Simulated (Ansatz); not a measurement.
# Converging the field response of a MgS (001) film, part 2 of 3

Which settings does the induced dipole of a MgS (001) film need, and which can be cut?

Ansatz 0.2.0; plane-wave DFT, PBE, Ansatz PAW (the session's first sound run).

So far, equivalent conductor thickness p/(ε₀AE) (Å): step 2 (single point, setting first choice) 11.3; step 6 (run, box 28.4 Å (run 3)) 12.3; step 7 (run, box 28.4 Å (run 4)) 11.6; step 8 (single point, box 28.4 Å (run 2)) 11.4; step 9 (run, box 28.4 Å (run 5)) 11.3.

## (10) Run, box 20.4 Å

The cell differs from the one that the last finished run ended in (c 28.400 → 20.400 Å).

Contents of input.yaml:

```yaml
crystal:
  lattice:
    - [3.67695526, 0.0, 0.0]
    - [0.0, 3.67695526, 0.0]
    - [0.0, 0.0, 20.4]
  atoms:
    - { symbol: Mg, position: [0.5, 0.5, 0.2450980392] }
    - { symbol: S, position: [0.0, 0.0, 0.2450980392] }
    - { symbol: Mg, position: [0.0, 0.0, 0.3725490196] }
    - { symbol: S, position: [0.5, 0.5, 0.3725490196] }
    - { symbol: Mg, position: [0.5, 0.5, 0.5] }
    - { symbol: S, position: [0.0, 0.0, 0.5] }
    - { symbol: Mg, position: [0.0, 0.0, 0.6274509804] }
    - { symbol: S, position: [0.5, 0.5, 0.6274509804] }
    - { symbol: Mg, position: [0.5, 0.5, 0.7549019608] }
    - { symbol: S, position: [0.0, 0.0, 0.7549019608] }
kpoints:
  mp_grid: { grid: [8, 8, 1] }
hamiltonian:
  xc: pbe
scf:
  occupations: { method: fixed }
  convergence: { dr2_threshold: 1.0e-10 }
efield:
  axis: 3
  dipole_correction: true
  ramp_position: 0.97
  ramp_width: 0.06
  amplitude: 0.1
output:
  write_potential: true
  write_density: true
  volumetric_format: npy
```

Run with:

```bash
> ansatz run input.yaml --threads 4 --pin off --max-ram 6144MiB --backend cpu --events-out ev --progress --plain --runs-dir out
```

Numbers of over 12 decimals in the logs are rounded to 6 here.

The log of the run:

```text
[...]
Crystal: 10 atoms, lattice volume = 275.808 Å³
Basis set: ecut = 420 eV, 5397 PW (Γ)
Bands: 50, of which v1, the nominal top of the filled ones, is band 40 counted from 1 (39 counted from 0)
Symmetry: 8 space group operations
k-points: 15 of 64
[...]
k-point 0: bands = [... 36 lower, 1.9490, 1.9490, 2.3230, 2.3230, 5.1597, 5.5472, 5.6260, 6.5010, ... 6 higher]
  k-point 1: bands = [... 36 lower, 1.9358, 1.9698, 2.2037, 2.3155, 5.5404, 5.8455, 5.9953, 6.8054, ... 6 higher]
  k-point 2: bands = [... 36 lower, 1.9055, 1.9764, 2.0055, 2.2681, 5.9872, 6.2837, 6.6209, 7.3111, ... 6 higher]
  k-point 14: bands = [... 36 lower, 0.5250, 0.5500, 1.0934, 1.3048, 4.8133, 5.1619, 5.8919, 6.5939, ... 6 higher]
[key lines of the parts left out:]
SCF converged after 12 iterations
Free energy (F): -14142.961507 eV
Fermi energy:    2.323046 eV
Dipole field:    D = 0.055519 V/Å  (p = 0.084623 e·Å, saw-weighted, corrected)
```

Run time: 2.1 s. Hardware: 4 threads of AMD EPYC 9R45, shared host; peak memory 0.72 GiB; 7.9 s of CPU time.

The dipole corresponds to a conductor 11.326 Å thick, -0.13 % from the first choice, at 0.64 times its CPU time.

## (11) Run, box 24.4 Å

The cell differs from the one that the last finished run ended in (c 20.400 → 24.400 Å).

input.yaml, the sections that differ from step 10:

```yaml
crystal:
  lattice:
    - [3.67695526, 0.0, 0.0]
    - [0.0, 3.67695526, 0.0]
    - [0.0, 0.0, 24.4]
  atoms:
    - { symbol: Mg, position: [0.5, 0.5, 0.2868852459] }
    - { symbol: S, position: [0.0, 0.0, 0.2868852459] }
    - { symbol: Mg, position: [0.0, 0.0, 0.393442623] }
    - { symbol: S, position: [0.5, 0.5, 0.393442623] }
    - { symbol: Mg, position: [0.5, 0.5, 0.5] }
    - { symbol: S, position: [0.0, 0.0, 0.5] }
    - { symbol: Mg, position: [0.0, 0.0, 0.606557377] }
    - { symbol: S, position: [0.5, 0.5, 0.606557377] }
    - { symbol: Mg, position: [0.5, 0.5, 0.7131147541] }
    - { symbol: S, position: [0.0, 0.0, 0.7131147541] }
# kpoints, hamiltonian, scf, efield, output: as in step 10
```

The log of the run:

```text
[...]
Crystal: 10 atoms, lattice volume = 329.888 Å³
Basis set: ecut = 420 eV, 6417 PW (Γ)
Bands: 50, of which v1, the nominal top of the filled ones, is band 40 counted from 1 (39 counted from 0)
Symmetry: 8 space group operations
k-points: 15 of 64
[...]
k-point 0: bands = [... 36 lower, 0.7752, 0.7752, 1.1493, 1.1493, 4.0012, 4.3428, 4.4695, 5.2367, ... 6 higher]
  k-point 1: bands = [... 36 lower, 0.7623, 0.7960, 1.0298, 1.1418, 4.3749, 4.6495, 4.8434, 5.5398, ... 6 higher]
  k-point 2: bands = [... 36 lower, 0.7318, 0.8027, 0.8317, 1.0944, 4.8124, 5.1101, 5.4592, 6.0676, ... 6 higher]
  k-point 14: bands = [... 36 lower, -0.6487, -0.6239, -0.0804, 0.1309, 3.6397, 3.9878, 4.7183, 5.4205, ... 6 higher]
[key lines of the parts left out:]
SCF converged after 12 iterations
Free energy (F): -14142.961487 eV
Fermi energy:    1.149278 eV
Dipole field:    D = 0.046478 V/Å  (p = 0.084734 e·Å, saw-weighted, corrected)
```

Elapsed: 2.5 s, on 4 threads; peak memory 0.79 GiB.

The dipole corresponds to a conductor 11.341 Å thick, -0.00 % from the first choice, at 0.79 times its CPU time.

## (12) Run, box 36.4 Å

The cell differs from the one that the last finished run ended in (c 24.400 → 36.400 Å).

input.yaml, the sections that differ from step 11:

```yaml
crystal:
  lattice:
    - [3.67695526, 0.0, 0.0]
    - [0.0, 3.67695526, 0.0]
    - [0.0, 0.0, 36.4]
  atoms:
    - { symbol: Mg, position: [0.5, 0.5, 0.3571428571] }
    - { symbol: S, position: [0.0, 0.0, 0.3571428571] }
    - { symbol: Mg, position: [0.0, 0.0, 0.4285714286] }
    - { symbol: S, position: [0.5, 0.5, 0.4285714286] }
    - { symbol: Mg, position: [0.5, 0.5, 0.5] }
    - { symbol: S, position: [0.0, 0.0, 0.5] }
    - { symbol: Mg, position: [0.0, 0.0, 0.5714285714] }
    - { symbol: S, position: [0.5, 0.5, 0.5714285714] }
    - { symbol: Mg, position: [0.5, 0.5, 0.6428571429] }
    - { symbol: S, position: [0.0, 0.0, 0.6428571429] }
# kpoints, hamiltonian, scf, efield, output: as in step 11
```

The log of the run:

```text
[...]
Crystal: 10 atoms, lattice volume = 492.128 Å³
Basis set: ecut = 420 eV, 9649 PW (Γ)
Bands: 50, of which v1, the nominal top of the filled ones, is band 40 counted from 1 (39 counted from 0)
Symmetry: 8 space group operations
k-points: 15 of 64
[...]
k-point 0: bands = [... 36 lower, -1.1981, -1.1981, -0.8240, -0.8240, 2.0285, 2.3661, 2.4981, 3.2198, ... 6 higher]
  k-point 1: bands = [... 36 lower, -1.2109, -1.1774, -0.9435, -0.8315, 2.4008, 2.6743, 2.8728, 3.5024, ... 6 higher]
  k-point 2: bands = [... 36 lower, -1.2415, -1.1706, -1.1416, -0.8789, 2.8376, 3.1378, 3.4873, 4.0376, ... 6 higher]
  k-point 14: bands = [... 36 lower, -2.6220, -2.5971, -2.0539, -1.8426, 1.6662, 2.0143, 2.7450, 3.4472, ... 6 higher]
[key lines of the parts left out:]
SCF converged after 12 iterations
Free energy (F): -14142.961115 eV
Fermi energy:    -0.823984 eV
Dipole field:    D = 0.031158 V/Å  (p = 0.084740 e·Å, saw-weighted, corrected)
```

Elapsed: 3.8 s, on 4 threads; peak memory 1 GiB; 15 s of CPU time.

The dipole corresponds to a conductor 11.342 Å thick, +0.01 % from the first choice, at 1.2 times its CPU time.

## (13) Run, box 28.4 Å (run 6)

input.yaml, the sections that differ from step 12:

```yaml
crystal:
  lattice:
    - [3.67695526, 0.0, 0.0]
    - [0.0, 3.67695526, 0.0]
    - [0.0, 0.0, 28.4]
  atoms:
    - { symbol: Mg, position: [0.5, 0.5, 0.3169014085] }
    - { symbol: S, position: [0.0, 0.0, 0.3169014085] }
    - { symbol: Mg, position: [0.0, 0.0, 0.4084507042] }
    - { symbol: S, position: [0.5, 0.5, 0.4084507042] }
    - { symbol: Mg, position: [0.5, 0.5, 0.5] }
    - { symbol: S, position: [0.0, 0.0, 0.5] }
    - { symbol: Mg, position: [0.0, 0.0, 0.5915492958] }
    - { symbol: S, position: [0.5, 0.5, 0.5915492958] }
    - { symbol: Mg, position: [0.5, 0.5, 0.6830985915] }
    - { symbol: S, position: [0.0, 0.0, 0.6830985915] }
efield:
  axis: 3
  dipole_correction: true
  ramp_position: 0.97
  ramp_width: 0.06
  amplitude: 0.005
# kpoints, hamiltonian, scf, output: as in step 12
```

The log of the run:

```text
[...]
Crystal: 10 atoms, lattice volume = 383.968 Å³
Basis set: ecut = 420 eV, 7511 PW (Γ)
Bands: 50, of which v1, the nominal top of the filled ones, is band 40 counted from 1 (39 counted from 0)
Symmetry: 8 space group operations
k-points: 15 of 64
[...]
k-point 0: bands = [... 36 lower, -0.0663, -0.0663, 0.2996, 0.2996, 3.2058, 3.4750, 3.6191, 4.4111, ... 6 higher]
  k-point 1: bands = [... 36 lower, -0.0830, -0.0454, 0.1824, 0.2915, 3.6410, 3.7142, 4.0026, 4.7112, ... 6 higher]
  k-point 2: bands = [... 36 lower, -0.0806, -0.0764, -0.0088, 0.2415, 4.1117, 4.1352, 4.6248, 5.2374, ... 6 higher]
  k-point 14: bands = [... 36 lower, -1.4956, -1.4734, -0.8779, -0.7575, 2.8207, 3.1231, 3.8777, 4.5769, ... 6 higher]
[key lines of the parts left out:]
SCF converged after 12 iterations
Free energy (F): -14142.957252 eV
Fermi energy:    0.299612 eV
Dipole field:    D = 0.001997 V/Å  (p = 0.004237 e·Å, saw-weighted, corrected)
```

Run time: 3 s. Hardware: 4 threads; peak memory 0.87 GiB.

The dipole corresponds to a conductor 11.342 Å thick, +0.01 % from the first choice, at 0.93 times its CPU time.

## (14) Run, box 28.4 Å (run 7)

input.yaml, as its differences from that of step 13:

```diff
@@ -28,3 +28,3 @@
   ramp_width: 0.06
-  amplitude: 0.005
+  amplitude: 0.03
 output:
```

The log of the run:

```text
[...]
Crystal: 10 atoms, lattice volume = 383.968 Å³
Basis set: ecut = 420 eV, 7511 PW (Γ)
Bands: 50, of which v1, the nominal top of the filled ones, is band 40 counted from 1 (39 counted from 0)
Symmetry: 8 space group operations
k-points: 15 of 64
[...]
k-point 0: bands = [... 36 lower, -0.0665, -0.0665, 0.3002, 0.3002, 3.2012, 3.4775, 3.6198, 4.4076, ... 6 higher]
  k-point 1: bands = [... 36 lower, -0.0828, -0.0455, 0.1827, 0.2921, 3.6231, 3.7305, 4.0025, 4.7074, ... 6 higher]
  k-point 2: bands = [... 36 lower, -0.0890, -0.0676, -0.0090, 0.2424, 4.0772, 4.1687, 4.6242, 5.2342, ... 6 higher]
  k-point 14: bands = [... 36 lower, -1.4952, -1.4729, -0.8832, -0.7522, 2.8185, 3.1251, 3.8775, 4.5770, ... 6 higher]
[key lines of the parts left out:]
SCF converged after 12 iterations
Free energy (F): -14142.957623 eV
Fermi energy:    0.300189 eV
Dipole field:    D = 0.011979 V/Å  (p = 0.025419 e·Å, saw-weighted, corrected)
```

The job ended after 3 s (4 threads; peak memory 0.87 GiB).

The dipole corresponds to a conductor 11.340 Å thick, -0.00 % from the first choice, at 0.92 times its CPU time.

## (15) Single point, box 28.4 Å (run 3)

input.yaml, as its differences from that of step 14:

```diff
@@ -28,3 +28,3 @@
   ramp_width: 0.06
-  amplitude: 0.03
+  amplitude: 0.3
 output:
```

The log of the run:

```text
[...]
Crystal: 10 atoms, lattice volume = 383.968 Å³
Basis set: ecut = 420 eV, 7511 PW (Γ)
Bands: 50, of which v1, the nominal top of the filled ones, is band 40 counted from 1 (39 counted from 0)
Symmetry: 8 space group operations
k-points: 15 of 64
[...]
k-point 0: bands = [... 36 lower, -0.0764, -0.0530, 0.3541, 0.3541, 2.9049, 3.4657, 3.7436, 3.8351, ... 6 higher]
  k-point 1: bands = [... 36 lower, -0.0627, -0.0561, 0.2192, 0.3503, 3.1870, 3.8419, 4.0575, 4.1454, ... 6 higher]
  k-point 2: bands = [... 36 lower, -0.1595, -0.0210, 0.0476, 0.3177, 3.6090, 4.4486, 4.5318, 4.6962, ... 6 higher]
  k-point 14: bands = [... 36 lower, -1.4635, -1.4260, -1.0840, -0.5518, 2.6610, 3.2595, 3.8548, 4.5810, ... 6 higher]
[key lines of the parts left out:]
SCF converged after 12 iterations
Free energy (F): -14142.995381 eV
Fermi energy:    0.354066 eV
Dipole field:    D = 0.119865 V/Å  (p = 0.254346 e·Å, saw-weighted, corrected)
```

The job ended after 2.9 s (4 threads; peak memory 0.86 GiB).

The dipole corresponds to a conductor 11.347 Å thick, +0.06 % from the first choice, at 0.92 times its CPU time.

## (16) Run, box 28.4 Å (run 8)

input.yaml, as its differences from that of step 15:

```diff
@@ -22,3 +22,3 @@
   occupations: { method: fixed }
-  convergence: { dr2_threshold: 1.0e-10 }
+  convergence: { dr2_threshold: 0.0001 }
 efield:
@@ -28,3 +28,3 @@
   ramp_width: 0.06
-  amplitude: 0.3
+  amplitude: 0.1
 output:
```

The log of the run:

```text
[...]
Crystal: 10 atoms, lattice volume = 383.968 Å³
Basis set: ecut = 420 eV, 7511 PW (Γ)
Bands: 50, of which v1, the nominal top of the filled ones, is band 40 counted from 1 (39 counted from 0)
Symmetry: 8 space group operations
k-points: 15 of 64
[...]
k-point 0: bands = [... 36 lower, -0.0713, -0.0713, 0.3026, 0.3026, 3.1556, 3.4924, 3.6246, 4.3643, ... 6 higher]
  k-point 1: bands = [... 36 lower, -0.0841, -0.0505, 0.1832, 0.2951, 3.5287, 3.7998, 3.9996, 4.6599, ... 6 higher]
  k-point 2: bands = [... 36 lower, -0.1142, -0.0442, -0.0147, 0.2477, 3.9655, 4.2627, 4.6144, 5.1931, ... 6 higher]
  k-point 14: bands = [... 36 lower, -1.4952, -1.4708, -0.9256, -0.7160, 2.7928, 3.1398, 3.8719, 4.5734, ... 6 higher]
[key lines of the parts left out:]
SCF converged after 7 iterations
Free energy (F): -14142.961475 eV
Fermi energy:    0.302634 eV
Dipole field:    D = 0.039502 V/Å  (p = 0.083822 e·Å, saw-weighted, corrected)
```

Wall time 2.6 s (4 threads); peak memory 0.86 GiB; 10 s of CPU time.

The dipole corresponds to a conductor 11.219 Å thick, -1.08 % from the first choice, at 0.81 times its CPU time.

## (17) Single point, box 28.4 Å (run 4)

input.yaml, as its differences from that of step 16:

```diff
@@ -22,3 +22,3 @@
   occupations: { method: fixed }
-  convergence: { dr2_threshold: 0.0001 }
+  convergence: { dr2_threshold: 1.0e-06 }
 efield:
```

The log of the run:

```text
[...]
Crystal: 10 atoms, lattice volume = 383.968 Å³
Basis set: ecut = 420 eV, 7511 PW (Γ)
Bands: 50, of which v1, the nominal top of the filled ones, is band 40 counted from 1 (39 counted from 0)
Symmetry: 8 space group operations
k-points: 15 of 64
[...]
k-point 0: bands = [... 36 lower, -0.0680, -0.0680, 0.3061, 0.3061, 3.1586, 3.4965, 3.6280, 4.3651, ... 6 higher]
  k-point 1: bands = [... 36 lower, -0.0808, -0.0472, 0.1866, 0.2986, 3.5309, 3.8045, 4.0026, 4.6606, ... 6 higher]
  k-point 2: bands = [... 36 lower, -0.1114, -0.0405, -0.0115, 0.2512, 3.9677, 4.2677, 4.6173, 5.1941, ... 6 higher]
  k-point 14: bands = [... 36 lower, -1.4919, -1.4673, -0.9235, -0.7122, 2.7963, 3.1445, 3.8751, 4.5773, ... 6 higher]
[key lines of the parts left out:]
SCF converged after 9 iterations
Free energy (F): -14142.961478 eV
Fermi energy:    0.306129 eV
Dipole field:    D = 0.039935 V/Å  (p = 0.084739 e·Å, saw-weighted, corrected)
```

Elapsed: 2.8 s, on 4 threads; peak memory 0.86 GiB; 10 s of CPU time.

The dipole corresponds to a conductor 11.341 Å thick, +0.00 % from the first choice, at 0.85 times its CPU time.

## (18) Run, box 28.4 Å (run 9)

input.yaml, as its differences from that of step 17:

```diff
@@ -22,3 +22,3 @@
   occupations: { method: fixed }
-  convergence: { dr2_threshold: 1.0e-06 }
+  convergence: { dr2_threshold: 1.0e-08 }
 efield:
```

The log of the run:

```text
[...]
Crystal: 10 atoms, lattice volume = 383.968 Å³
Basis set: ecut = 420 eV, 7511 PW (Γ)
Bands: 50, of which v1, the nominal top of the filled ones, is band 40 counted from 1 (39 counted from 0)
Symmetry: 8 space group operations
k-points: 15 of 64
[...]
k-point 0: bands = [... 36 lower, -0.0679, -0.0679, 0.3061, 0.3061, 3.1588, 3.4966, 3.6280, 4.3652, ... 6 higher]
  k-point 1: bands = [... 36 lower, -0.0808, -0.0472, 0.1866, 0.2986, 3.5311, 3.8047, 4.0027, 4.6607, ... 6 higher]
  k-point 2: bands = [... 36 lower, -0.1114, -0.0405, -0.0114, 0.2512, 3.9679, 4.2679, 4.6173, 5.1942, ... 6 higher]
  k-point 14: bands = [... 36 lower, -1.4919, -1.4673, -0.9234, -0.7121, 2.7965, 3.1447, 3.8752, 4.5773, ... 6 higher]
[key lines of the parts left out:]
SCF converged after 11 iterations
Free energy (F): -14142.961478 eV
Fermi energy:    0.306120 eV
Dipole field:    D = 0.039931 V/Å  (p = 0.084732 e·Å, saw-weighted, corrected)
```

Run time: 2.8 s. Hardware: 4 threads; peak memory 0.86 GiB.

The dipole corresponds to a conductor 11.340 Å thick, -0.00 % from the first choice, at 0.86 times its CPU time.

## (19) Single point, box 28.4 Å (run 5)

This step: plane-wave DFT, LDA, Ansatz PAW (Ansatz 0.2.0).

input.yaml, as its differences from that of step 18:

```diff
@@ -19,6 +19,6 @@
 hamiltonian:
-  xc: pbe
+  xc: lda
 scf:
   occupations: { method: fixed }
-  convergence: { dr2_threshold: 1.0e-08 }
+  convergence: { dr2_threshold: 1.0e-10 }
 efield:
```

The log of the run:

```text
[...]
Crystal: 10 atoms, lattice volume = 383.968 Å³
Basis set: ecut = 420 eV, 7511 PW (Γ)
Bands: 50, of which v1, the nominal top of the filled ones, is band 40 counted from 1 (39 counted from 0)
Symmetry: 8 space group operations
k-points: 15 of 64
[...]
k-point 0: bands = [... 36 lower, -0.2908, -0.2908, 0.0894, 0.0894, 2.7703, 3.1207, 3.2200, 4.0458, ... 6 higher]
  k-point 1: bands = [... 36 lower, -0.3095, -0.2687, -0.0321, 0.0829, 3.1909, 3.4314, 3.6102, 4.3499, ... 6 higher]
  k-point 2: bands = [... 36 lower, -0.3317, -0.2629, -0.2297, 0.0371, 3.6437, 3.9115, 4.2232, 4.8731, ... 6 higher]
  k-point 14: bands = [... 36 lower, -1.7348, -1.7201, -1.1612, -0.9478, 2.3677, 2.7259, 3.4543, 4.1670, ... 6 higher]
[key lines of the parts left out:]
SCF converged after 12 iterations
Free energy (F): -13869.706936 eV
Fermi energy:    0.089446 eV
Dipole field:    D = 0.040185 V/Å  (p = 0.085270 e·Å, saw-weighted, corrected)
```

Run time: 2.9 s. Hardware: 4 threads; peak memory 0.85 GiB.

The dipole corresponds to a conductor 11.413 Å thick, +0.63 % from the first choice, at 0.88 times its CPU time.

(Continued in part 3 of 3.)

[Logs are printed without paths, hosts, clocks, repeated set-up lines and the standing remarks that a program may print on its own settings, such as how far it seeks lower states.]

[Hosts, paths, dates, database ids (printed as entryN), source tags and the programs' standing remarks are cut or masked in the printed files.]

[Maps of the electrostatic potential energy from Ansatz leave out the sawtooth potential of an applied field or a dipole correction, so their vacuum need not be flat; planar profiles and work functions include it.]
